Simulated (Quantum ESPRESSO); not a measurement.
## RbMnF3: one coupling from two orders, and a test

Aim: get Heisenberg couplings of RbMnF3 from the energies of collinear orders, with pencil and paper, and test them on an order left out of the fit.

Main program and level: Quantum ESPRESSO 7.5; LDA; plane waves with GBRV 1.5 LDA potentials, no spin-orbit coupling.

### 1. The structure

It takes space group Pm-3m (No. 221, cubic). Conventional cell: a = 4.232 Å, b = 4.232 Å, c = 4.232 Å, α = 90.00°, β = 90.00°, γ = 90.00°. Rb has 12 F at 2.99 Å nearest. Nearest to Mn lie 6 F at 2.12 Å. F has 2 Mn at 2.12 Å and 4 Rb at 2.99 Å nearest. Farther neighbours and most contacts between anions are not listed.

The cell comes from Materials Project 2023-11-01, a database of computed structures, and need not be the stable phase.

### 2. The parallel order

All energies count from this run.

pw.in reads:

```
&CONTROL
  calculation = 'scf'
  prefix = 'pwscf'
  outdir = './tmp'
  pseudo_dir = './pseudo'
  disk_io = 'nowf'
/
&SYSTEM
  ibrav = 0
  nat = 5
  ntyp = 3
  ecutwfc = 40
  ecutrho = 280
  nbnd = 34
  occupations = 'smearing'
  smearing = 'fd'
  degauss = 0.00367493
  nspin = 2
  starting_magnetization(1) = 0
  starting_magnetization(2) = 0.3
  starting_magnetization(3) = 0
/
&ELECTRONS
  conv_thr = 1d-08
  electron_maxstep = 150
  mixing_beta = 0.3
/
ATOMIC_SPECIES
Rb     85.4678 rb_lda_v1.uspp.F.UPF
Mn     54.9380 mn_lda_v1.5.uspp.F.UPF
F      18.9984 f_lda_v1.4.uspp.F.UPF
CELL_PARAMETERS angstrom
   4.2324721400    0.0000000000    0.0000000000
   0.0000000000    4.2324721400    0.0000000000
   0.0000000000    0.0000000000    4.2324721400
ATOMIC_POSITIONS crystal
Rb      0.0000000000    0.0000000000    0.0000000000
Mn      0.5000000000    0.5000000000    0.5000000000
F       0.5000000000    0.0000000000    0.5000000000
F       0.5000000000    0.5000000000    0.0000000000
F       0.0000000000    0.5000000000    0.5000000000
K_POINTS automatic
6 6 6 0 0 0
```

Started as:

```bash
> OMP_NUM_THREADS=1 mpirun -n 4 pw.x -nk 4 -in pw.in > pw.out
```

What it wrote:

```text
Program PWSCF v.7.5 starts
     [... lines left out ...]
     number of atoms/cell      =            5
     [... lines left out ...]
     number of electrons       =        45.00
     number of Kohn-Sham states=           34
     kinetic-energy cutoff     =      40.0000  Ry
     charge density cutoff     =     280.0000  Ry
     scf convergence threshold =      1.0E-08
     [... lines left out ...]
     48 Sym. Ops., with inversion, found
     [... lines left out ...]
     number of k points=    20  Fermi-Dirac smearing, width (Ry)=  0.0037
     [... lines left out ...]
     iteration # 10     ecut=    40.00 Ry     beta= 0.30
     [... lines left out ...]
     Magnetic moment per site  (integrated on atomic sphere of radius R)
     atom   1 (R=0.292)  charge=  7.3284  magn=  0.0003
     atom   2 (R=0.206)  charge= 12.3749  magn=  4.1587
     atom   3 (R=0.206)  charge=  6.6810  magn=  0.0837
     atom   4 (R=0.206)  charge=  6.6810  magn=  0.0837
     atom   5 (R=0.206)  charge=  6.6810  magn=  0.0837
     [... lines left out ...]
     the Fermi energy is     8.0893 ev
!    total energy              =    -410.54766802 Ry
     estimated scf accuracy    <          8.6E-09 Ry
     smearing contrib. (-TS)   =      -0.00000004 Ry
     [... lines left out ...]
     total magnetization       =     5.00 Bohr mag/cell
     absolute magnetization    =     5.00 Bohr mag/cell
     convergence has been achieved in  10 iterations
   JOB DONE.
```

The job ended after 12 s (4 MPI ranks of Intel Xeon Platinum 8488C (Sapphire Rapids), shared host; peak memory 0.48 GiB; 49 s of CPU time).

Spin moment in the atom's sphere by atom:

```
atom  spin moment in the atom's sphere (μB)
 Rb1                                   0.00
 Mn2                                   4.16
  F3                                   0.08
  F4                                   0.08
  F5                                   0.08
```

Read from the output:

```yaml
smearing_term_ts: 5.10e-7 eV
magnetization: 5 μB
absolute_magnetization: 5.004 μB
final_state: ferromagnetic
```

### 3. The orders used for the fit

The other orders were run with the same settings, on meshes that hold the same points. Free energies are divided by the number of Mn atoms; q is in fractions of the reciprocal vectors of the first run's cell.

```csv
order,atoms,mesh,free energy (eV),eV per Mn,largest moment (μB)
F +,5,6×6×6,-5585.7856,-5585.7856,4.16
"AF q=(0,0,1/2) +-",10,6×6×3,-11171.6372,-5585.8186,4.13
```

### 4. Counting neighbours

With E = −Σ J e_i·e_j over ordered pairs of unit vectors, turning a neighbour from parallel to opposed costs 2J a Mn atom. So an order lies 2 Σ n J over the parallel one, n being the opposed neighbours in each shell.

```
shell  distance (Å)  neighbours  opposed in AF q=(0,0,1/2) +-  opposed in AF q=(0,1/2,1/2) +-
   J1          4.23           6                             2                               4
   J2          5.99          12                             8                               8
```

Only J1 is kept, as an effective coupling that takes up all reversed shells.

### 5. Solving

```
2 × 2 × J1 = -33.0 meV    (AF q=(0,0,1/2) +-)
J1 = -8.25 meV
```

### 6. The test

The couplings now give the orders that were left out:

```
2 × 4 × (-8.25) = -66.0 meV    (AF q=(0,1/2,1/2) +-)
```

The runs themselves:

```csv
order,atoms,mesh,free energy (eV),eV per Mn,largest moment (μB),over the parallel order (meV),foretold (meV)
"AF q=(0,1/2,1/2) +-",10,6×3×6,-11171.6977,-5585.8489,4.11,-63.3,-66.0
```

### 7. Results

```json
{
  "effective J1 (Mn–Mn at 4.23 Å)": "-8.25 meV",
  "largest miss on the orders left out": "2.7 meV"
}
```

**Reading.** The model misses the order left out by 2.7 meV, 4.3 % of the largest energy difference, so it holds on this test. The largest moment changes by 1.1 % between the orders. Shells that were dropped are folded into the couplings or show in the miss. No Hubbard term acts here. In such compounds local and semilocal functionals without one often delocalise the d electrons, and can shrink or lose moments and miss the size, sign and order of the couplings.

[Logs and program files are shortened in this print: banners, set-up blocks, solver, clock and traceback lines can be left out without a mark of their own.]

[Logs are printed without paths, hosts, clocks, repeated set-up lines and the standing remarks that a program may print on its own settings, such as how far it seeks lower states.]

[Hosts, paths, dates, database ids (printed as entryN), source tags and the programs' standing remarks are cut or masked in the printed files.]

[Where a cell is said to come from a database of computed structures, the database is the Materials Project.]
